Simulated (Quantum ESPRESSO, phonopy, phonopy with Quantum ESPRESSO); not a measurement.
# NaF (Fm-3m): a volume series of phonon spectra, part 2 of 2

Aim: how the vibrations of NaF shift with volume, and the expansion that follows.

Measurements to reproduce:
- volume expansion coefficient 95.1 1e-6/K and heat capacity C_P per formula unit 46.9 J/mol/K near room temperature (given in “High-Throughput Prediction of Finite-Temperature Properties using the Quasi-Harmonic Approximation”, 2016, arXiv:1603.06924)
- volume expansion coefficient 102.6 1e-6/K near room temperature (given in “Descriptors for thermal expansion in solids”, 2017, arXiv:1701.03966)

Quantum ESPRESSO 7.5; DFT PBEsol, scalar-relativistic, plane waves, GBRV ultrasoft pseudopotentials.

So far. Step 16 (Lattice dynamics at this volume, V/V0 0.985): The time given is that of the 2 pw.x runs on displaced cells behind this step.

### Step 17. Self-consistent run, V/V0 1.03

This step: DFT PBEsol, scalar-relativistic, plane waves, GBRV ultrasoft pseudopotentials (Quantum ESPRESSO 7.5).

System of this step: NaF. Symmetry: Fm-3m, No. 225, cubic system. The conventional cell has a = 4.691 Å, b = 4.691 Å, c = 4.691 Å, α = 90.00°, β = 90.00°, γ = 90.00°. Nearest to Na lie 6 F at 2.35 Å. Nearest to F lie 6 Na at 2.35 Å. Farther neighbours and most contacts between anions are not listed.

Contents of scf.in:

```
&CONTROL
  calculation = 'scf'
  prefix      = 'x'
  outdir      = './tmp'
  pseudo_dir  = './pseudo'
  tprnfor     = .true.
  tstress     = .true.
/
&SYSTEM
  ibrav       = 0
  nat         = 2
  ntyp        = 2
  ecutwfc     = 45.0
  ecutrho     = 270.0
  occupations = 'fixed'
  nbnd        = 10
/
&ELECTRONS
  conv_thr         = 1.0d-12
  mixing_beta      = 0.7
  electron_maxstep = 100
/
ATOMIC_SPECIES
 Na     22.9898  Na.upf
 F      18.9984  F.upf
CELL_PARAMETERS angstrom
     0.000000000    2.345602303    2.345602303
     2.345602303    0.000000000    2.345602303
     2.345602303    2.345602303    0.000000000
ATOMIC_POSITIONS crystal
 Na     0.000000000   0.000000000   0.000000000
 F      0.500000000   0.500000000   0.500000000
K_POINTS automatic
 8 8 8 0 0 0
```

Run with:

```bash
OMP_NUM_THREADS=1 mpirun -n 4 pw.x -nk 4 -in scf.in > scf.out
```

Run time: 5.8 s. Hardware: 4 MPI ranks of AMD EPYC 7571, shared host; 21 s of CPU time.

The run ends at a pressure of -1.34 GPa.

### Step 18. Zone-centre response

Contents of ph.in:

```
phonons
&INPUTPH
  prefix = 'x'
  outdir = './tmp'
  fildyn = 'x.dyn'
  tr2_ph = 1.0d-18
  epsil  = .true.
/
0.000000000 0.000000000 0.000000000
```

scf.in is that of step 17.

Run with:

```bash
OMP_NUM_THREADS=1 mpirun -n 4 ph.x -nk 4 -in ph.in > ph.out
```

Run time: 64 s. Hardware: 4 MPI ranks; 4.3 min of CPU time.

ε∞:

```
1.88 0.00 0.00
0.00 1.88 0.00
0.00 0.00 1.88
```

The Born charges sum to zero within 0.0031 e; the rest is removed before use. Acoustic frequencies in this log differ from zero by the error of the sum rule, which ph.x does not impose. This version of ph.x has a suspected fault in its gradient-corrected response, so the tensors carry some doubt.

### Step 19. Forces on a displaced cell

System of this step: NaF. Symmetry: Imm2, No. 44, orthorhombic system. The conventional cell has a = 6.634 Å, b = 9.382 Å, c = 6.634 Å, α = 90.00°, β = 90.00°, γ = 90.00°. Nearest to Na lie 6 F at 2.33 to 2.36 Å. Nearest to Na lie 6 F at 2.35 Å. F has 6 Na at 2.35 Å nearest. Farther neighbours and most contacts between anions are not listed.

Contents of disp-00001.in:

```
&CONTROL
  calculation = 'scf'
  prefix      = 'x'
  outdir      = './tmp'
  pseudo_dir  = './pseudo'
  tprnfor     = .true.
  disk_io     = 'none'
/
&SYSTEM
  ibrav       = 0
  nat         = 16
  ntyp        = 2
  ecutwfc     = 45.0
  ecutrho     = 270.0
  occupations = 'fixed'
  nbnd        = 66
/
&ELECTRONS
  conv_thr         = 1.0d-11
  mixing_beta      = 0.7
  electron_maxstep = 100
/
ATOMIC_SPECIES
 Na     22.9898  Na.upf
 F      18.9984  F.upf
CELL_PARAMETERS angstrom
     0.000000000    4.691204606    4.691204606
     4.691204606    0.000000000    4.691204606
     4.691204606    4.691204606    0.000000000
ATOMIC_POSITIONS crystal
 Na     0.003014606   0.000000000   0.000000000
 Na     0.500000000   0.000000000   0.000000000
 Na     0.000000000   0.500000000   0.000000000
 Na     0.500000000   0.500000000   0.000000000
 Na     0.000000000   0.000000000   0.500000000
 Na     0.500000000   0.000000000   0.500000000
 Na     0.000000000   0.500000000   0.500000000
 Na     0.500000000   0.500000000   0.500000000
 F      0.250000000   0.250000000   0.250000000
 F      0.750000000   0.250000000   0.250000000
 F      0.250000000   0.750000000   0.250000000
 F      0.750000000   0.750000000   0.250000000
 F      0.250000000   0.250000000   0.750000000
 F      0.750000000   0.250000000   0.750000000
 F      0.250000000   0.750000000   0.750000000
 F      0.750000000   0.750000000   0.750000000
K_POINTS automatic
 3 3 3 0 0 0
```

Run with:

```bash
OMP_NUM_THREADS=1 mpirun -n 2 pw.x -nk 2 -in disp-00001.in > disp-00001.out
```

Elapsed: 2.4 min, on 2 MPI ranks; 4.8 min of CPU time.

### Step 20. Lattice dynamics at this volume, V/V0 1.03

This step: DFT PBEsol, scalar-relativistic, plane waves, GBRV ultrasoft pseudopotentials (phonopy with Quantum ESPRESSO 4.10.0 / 7.5).

Run time: 2.6 min. Hardware: 4 threads; 9.9 min of CPU time.

Phonopy, LO-TO term from ph.x's tensors. The phonon branches at the labelled points (cm⁻¹):

```tsv
point	branch 1	branch 2	branch 3	branch 4	branch 5	branch 6
Γ	0	0	0	225	225	389
halfway	102	102	181	233	233	332
X	140	140	238	238	243	270
halfway	142	161	233	239	240	264
U	148	206	220	225	243	255
jump to K	148	206	220	225	243	255
halfway	122	129	182	197	236	343
Γ	0	0	0	225	225	389
halfway	101	101	162	213	213	365
L	164	164	184	184	287	292
halfway	164	175	209	218	260	269
W	194	202	202	212	249	249
halfway	160	162	230	235	241	260
X	140	140	238	238	243	270
```

No mode is imaginary beyond numerical noise along the path. The highest zone-centre mode (no LO–TO term) moved by -7.1 % for a volume change of +3.0 %.

The time given is that of the 2 pw.x runs on displaced cells behind this step.

### Step 21. Ground state at this cell, V/V0 0.97

This step: DFT PBEsol, scalar-relativistic, plane waves, GBRV ultrasoft pseudopotentials (Quantum ESPRESSO 7.5).

System of this step: NaF. The structure is cubic, space group Fm-3m (No. 225). Conventional cell: a = 4.598 Å, b = 4.598 Å, c = 4.598 Å, α = 90.00°, β = 90.00°, γ = 90.00°. Nearest to Na lie 6 F at 2.30 Å. Nearest to F lie 6 Na at 2.30 Å. Farther neighbours and most contacts between anions are not listed.

Edit scf.in of step 18 so:

```diff
@@ -26,5 +26,5 @@
 CELL_PARAMETERS angstrom
-     0.000000000    2.345602303    2.345602303
-     2.345602303    0.000000000    2.345602303
-     2.345602303    2.345602303    0.000000000
+     0.000000000    2.299142463    2.299142463
+     2.299142463    0.000000000    2.299142463
+     2.299142463    2.299142463    0.000000000
 ATOMIC_POSITIONS crystal
```

Run with:

```bash
OMP_NUM_THREADS=1 mpirun -n 4 pw.x -nk 4 -in scf.in > scf.out
```

Run time: 6.4 s. Hardware: 4 MPI ranks; 23 s of CPU time.

The run ends at a pressure of 1.60 GPa.

### Step 22. Born charges and dielectric tensor

ph.in is that of step 18.

scf.in is that of step 21.

Run with:

```bash
OMP_NUM_THREADS=1 mpirun -n 4 ph.x -nk 4 -in ph.in > ph.out
```

Elapsed: 54 s, on 4 MPI ranks; 3.6 min of CPU time.

The Born charges sum to zero within 0.0033 e; the rest is removed before use. Acoustic frequencies in this log differ from zero by the error of the sum rule, which ph.x does not impose. This version of ph.x has a suspected fault in its gradient-corrected response, so the tensors carry some doubt.

### Step 23. Forces on a displaced cell

System of this step: NaF. It takes space group Imm2 (No. 44, orthorhombic). The conventional cell has a = 6.503 Å, b = 9.197 Å, c = 6.503 Å, α = 90.00°, β = 90.00°, γ = 90.00°. Nearest to Na lie 6 F at 2.29 to 2.31 Å. Nearest to Na lie 6 F at 2.30 Å. Na has 6 F at 2.30 Å nearest. F has 6 Na at 2.30 Å nearest. Farther neighbours and most contacts between anions are not listed.

Edit disp-00001.in of step 19 so:

```diff
@@ -26,7 +26,7 @@
 CELL_PARAMETERS angstrom
-     0.000000000    4.691204606    4.691204606
-     4.691204606    0.000000000    4.691204606
-     4.691204606    4.691204606    0.000000000
+     0.000000000    4.598284926    4.598284926
+     4.598284926    0.000000000    4.598284926
+     4.598284926    4.598284926    0.000000000
 ATOMIC_POSITIONS crystal
- Na     0.003014606   0.000000000   0.000000000
+ Na     0.003075524   0.000000000   0.000000000
  Na     0.500000000   0.000000000   0.000000000
```

Run with:

```bash
OMP_NUM_THREADS=1 mpirun -n 2 pw.x -nk 2 -in disp-00001.in > disp-00001.out
```

It took 1.7 min on 2 MPI ranks.

### Step 24. Phonons, V/V0 0.97

This step: DFT PBEsol, scalar-relativistic, plane waves, GBRV ultrasoft pseudopotentials (phonopy with Quantum ESPRESSO 4.10.0 / 7.5).

It took 2.3 min on 4 threads; 8 min of CPU time.

No mode is imaginary beyond numerical noise along the path. The highest zone-centre mode (no LO–TO term) moved by +7.5 % for a volume change of -3.0 %.

The time given is that of the 2 pw.x runs on displaced cells behind this step.

### Step 25. Ground state at this cell, V/V0 1.05

This step: DFT PBEsol, scalar-relativistic, plane waves, GBRV ultrasoft pseudopotentials (Quantum ESPRESSO 7.5).

System of this step: NaF. Symmetry: Fm-3m, No. 225, cubic system. The conventional cell has a = 4.721 Å, b = 4.721 Å, c = 4.721 Å, α = 90.00°, β = 90.00°, γ = 90.00°. Nearest to Na lie 6 F at 2.36 Å. F has 6 Na at 2.36 Å nearest. Farther neighbours and most contacts between anions are not listed.

Edit scf.in of step 22 so:

```diff
@@ -26,5 +26,5 @@
 CELL_PARAMETERS angstrom
-     0.000000000    2.299142463    2.299142463
-     2.299142463    0.000000000    2.299142463
-     2.299142463    2.299142463    0.000000000
+     0.000000000    2.360686977    2.360686977
+     2.360686977    0.000000000    2.360686977
+     2.360686977    2.360686977    0.000000000
 ATOMIC_POSITIONS crystal
```

Run with:

```bash
OMP_NUM_THREADS=1 mpirun -n 4 pw.x -nk 4 -in scf.in > scf.out
```

Wall time 6.2 s (4 MPI ranks); 22 s of CPU time.

The run ends at a pressure of -2.12 GPa.

### Step 26. Born charges and dielectric tensor

ph.in is that of step 22.

scf.in is that of step 25.

Run with:

```bash
OMP_NUM_THREADS=1 mpirun -n 4 ph.x -nk 4 -in ph.in > ph.out
```

Elapsed: 57 s, on 4 MPI ranks; 3.8 min of CPU time.

ε∞:

```
1.88 0.00 0.00
0.00 1.88 0.00
0.00 0.00 1.88
```

The Born charges sum to zero within 0.0031 e; the rest is removed before use. Acoustic frequencies in this log differ from zero by the error of the sum rule, which ph.x does not impose. This version of ph.x has a suspected fault in its gradient-corrected response, so the tensors carry some doubt.

### Step 27. Forces on a displaced cell

System of this step: NaF. It takes space group Imm2 (No. 44, orthorhombic). Conventional cell: a = 6.677 Å, b = 9.443 Å, c = 6.677 Å, α = 90.00°, β = 90.00°, γ = 90.00°. Nearest to Na lie 6 F at 2.35 to 2.37 Å. Nearest to Na lie 6 F at 2.36 Å. Nearest to F lie 6 Na at 2.36 Å. Farther neighbours and most contacts between anions are not listed.

Edit disp-00001.in of step 23 so:

```diff
@@ -26,7 +26,7 @@
 CELL_PARAMETERS angstrom
-     0.000000000    4.598284926    4.598284926
-     4.598284926    0.000000000    4.598284926
-     4.598284926    4.598284926    0.000000000
+     0.000000000    4.721373953    4.721373953
+     4.721373953    0.000000000    4.721373953
+     4.721373953    4.721373953    0.000000000
 ATOMIC_POSITIONS crystal
- Na     0.003075524   0.000000000   0.000000000
+ Na     0.002995343   0.000000000   0.000000000
  Na     0.500000000   0.000000000   0.000000000
```

Run with:

```bash
OMP_NUM_THREADS=1 mpirun -n 2 pw.x -nk 2 -in disp-00001.in > disp-00001.out
```

Elapsed: 2.1 min, on 2 MPI ranks.

### Step 28. Lattice dynamics at this volume, V/V0 1.05

This step: DFT PBEsol, scalar-relativistic, plane waves, GBRV ultrasoft pseudopotentials (phonopy with Quantum ESPRESSO 4.10.0 / 7.5).

It took 2.3 min on 4 threads; 8.9 min of CPU time.

No mode is imaginary beyond numerical noise along the path. The highest zone-centre mode (no LO–TO term) moved by -11.8 % for a volume change of +5.0 %.

The time given is that of the 2 pw.x runs on displaced cells behind this step.

### Step 29. Mode Grüneisen parameters

This step: DFT PBEsol, scalar-relativistic, plane waves, GBRV ultrasoft pseudopotentials (phonopy 4.10.0).

Numbers from this step:

* share of modes with a negative Grüneisen parameter: 0.021

Mean Grüneisen, by row:

```tsv
T (K)	heat-capacity-weighted mean	root mean square
50	1.231	1.473
100	1.479	1.663
200	1.546	1.708
300	1.556	1.714
500	1.56	1.716
800	1.562	1.717
```

The mean mode Grueneisen parameter by wavenumber:

```tsv
wavenumber (cm⁻¹)	mean mode Grueneisen parameter
7	-
20	-
33	0.665
47	1.17
60	0.13
74	0.946
87	1.04
100	0.809
114	0.89
127	0.891
140	0.798
154	1.08
167	1.41
180	1.31
194	1.44
207	1.74
220	1.8
234	1.94
247	2.14
260	2.21
274	1.79
287	1.17
300	1.06
314	1.03
327	1.01
341	1.01
354	1.01
367	1.03
381	1.04
394	1.06
```

Volume series, by row:

```tsv
V/V0	V (Å³/atom)	pressure (GPa)	E - E0 (meV/atom)	gap (eV)	zero-point energy (meV/atom)	lowest on the path (cm⁻¹)	highest at Gamma without the LO-TO term (cm⁻¹)
0.97	12.15	1.596	1.962	6.276	42.73	0	260.9
0.985	12.34	0.765	0.513	6.196	41.7	0	251.6
1	12.53	0.001	0	6.118	40.7	0	242.6
1.015	12.72	-0.701	0.335	6.043	39.73	0	233.8
1.03	12.91	-1.344	1.466	5.971	38.78	0	225.3
1.05	13.16	-2.123	4.098	5.878	37.55	0	214.1
```

The optical frequency at Gamma without the LO-TO term, mode 4 by V/V0:

```tsv
V/V0	optical frequency at Gamma without the LO-TO term, mode 4 (cm⁻¹)
0.9700	261
0.9850	252
1.0000	243
1.0150	234
1.0300	225
1.0500	214
```

Grüneisen at points, by row:

```tsv
point	branch	frequency (cm⁻¹)	mode Grüneisen parameter
Γ	4	242.6	2.45
Γ	6	401.7	1.07
X	1	139.9	-0.09
X	3	252.5	0.89
X	4	256.6	2.5
X	6	281.2	1.78
U	1	151.6	0.85
U	2	210.4	0.66
U	3	227.4	0.28
U	4	237.5	2.48
U	5	259.5	2.15
U	6	272.3	2.32
K	1	151.6	0.85
K	2	210.4	0.66
K	3	227.4	0.28
K	4	237.5	2.48
K	5	259.5	2.15
K	6	272.3	2.32
L	1	174.9	2.23
L	3	196.4	2.18
L	5	296.1	1.08
L	6	301.5	1.15
W	1	203.6	0.14
W	3	204.2	1.79
W	4	223.3	1.78
W	5	267.5	2.42
```

### Step 30. Quasi-harmonic fit by phonopy

Energy (each curve on its own zero) against volume; values in meV/atom:

```tsv
volume (Å³/atom)	static	F at 0 K	F at 300 K	F at 900 K
12.153	1.96	4.49	7.08	16.1
12.341	0.51	2.02	3.63	9.13
12.529	0	0.5	1.11	3.12
12.717	0.34	-0.13	-0.55	-2.07
12.905	1.47	0.05	-1.42	-6.49
13.156	4.1	1.45	-1.48	-11.4
```

Phonopy-qha, vinet fit of F(V) at each temperature; no electronic free energy. Qha vinet, by row:

```tsv
T (K)	fitted volume (Å³/atom)	alpha_V (1e-6/K)	B_T (GPa)	C_P (J/mol-atom/K)	Grueneisen
75	12.78	34.35	45.72	8.052	1.476
100	12.79	54.64	45.27	12.44	1.53
125	12.81	70.96	44.71	15.77	1.568
150	12.84	83.37	44.09	18.18	1.592
175	12.87	92.92	43.43	19.93	1.609
200	12.9	100.5	42.73	21.25	1.622
225	12.93	106.9	42.01	22.27	1.634
250	12.97	112.5	41.27	23.08	1.644
275	13	117.5	40.51	23.75	1.655
```

Volume expansion coefficient, phonopy-qha, Vinet against temperature:

```tsv
temperature (K)	volume expansion coefficient, phonopy-qha, Vinet (1e-6/K)
75.0	34.4
100.0	54.6
125.0	71.0
150.0	83.4
175.0	92.9
200.0	101
225.0	107
250.0	112
275.0	118
```

### Step 31. Outcome

```
mean mode Grüneisen parameter at 300 K : 1.56
```

What this shows: The q-mesh is coarse, and the expansion can converge slowly with it. The table stops at 275 K because beyond it the fitted volume comes within 1 % of the largest computed cell, where the fit loses its support. The heat-capacity-weighted Grüneisen parameter goes from 1.23 at 50 K to 1.56 at 800 K; 2 % of the modes stiffen on expansion. Weighting γ by the density of states and each mode's heat capacity at 300 K, modes below 130 cm⁻¹ give about 5 % of the sum of γC that drives the expansion, those up to 270 cm⁻¹ 83 % and the rest 13 %. Among the labelled points γ is largest for branch 4 at X (257 cm⁻¹, 2.5) and most negative for branch 1 at X (140 cm⁻¹, -0.09). The supercell is small: only its own wavevectors are exact, and branches between them are interpolated and can be misplaced.

[Logs are printed without paths, hosts, clocks, repeated set-up lines and the standing remarks that a program may print on its own settings, such as how far it seeks lower states.]

[Hosts, paths, dates, database ids (printed as entryN), source tags and the programs' standing remarks are cut or masked in the printed files.]

[A step with changed settings may run another functional than the one named; its input shows which.]

[Of the runs on displaced cells, only some may be shown.]
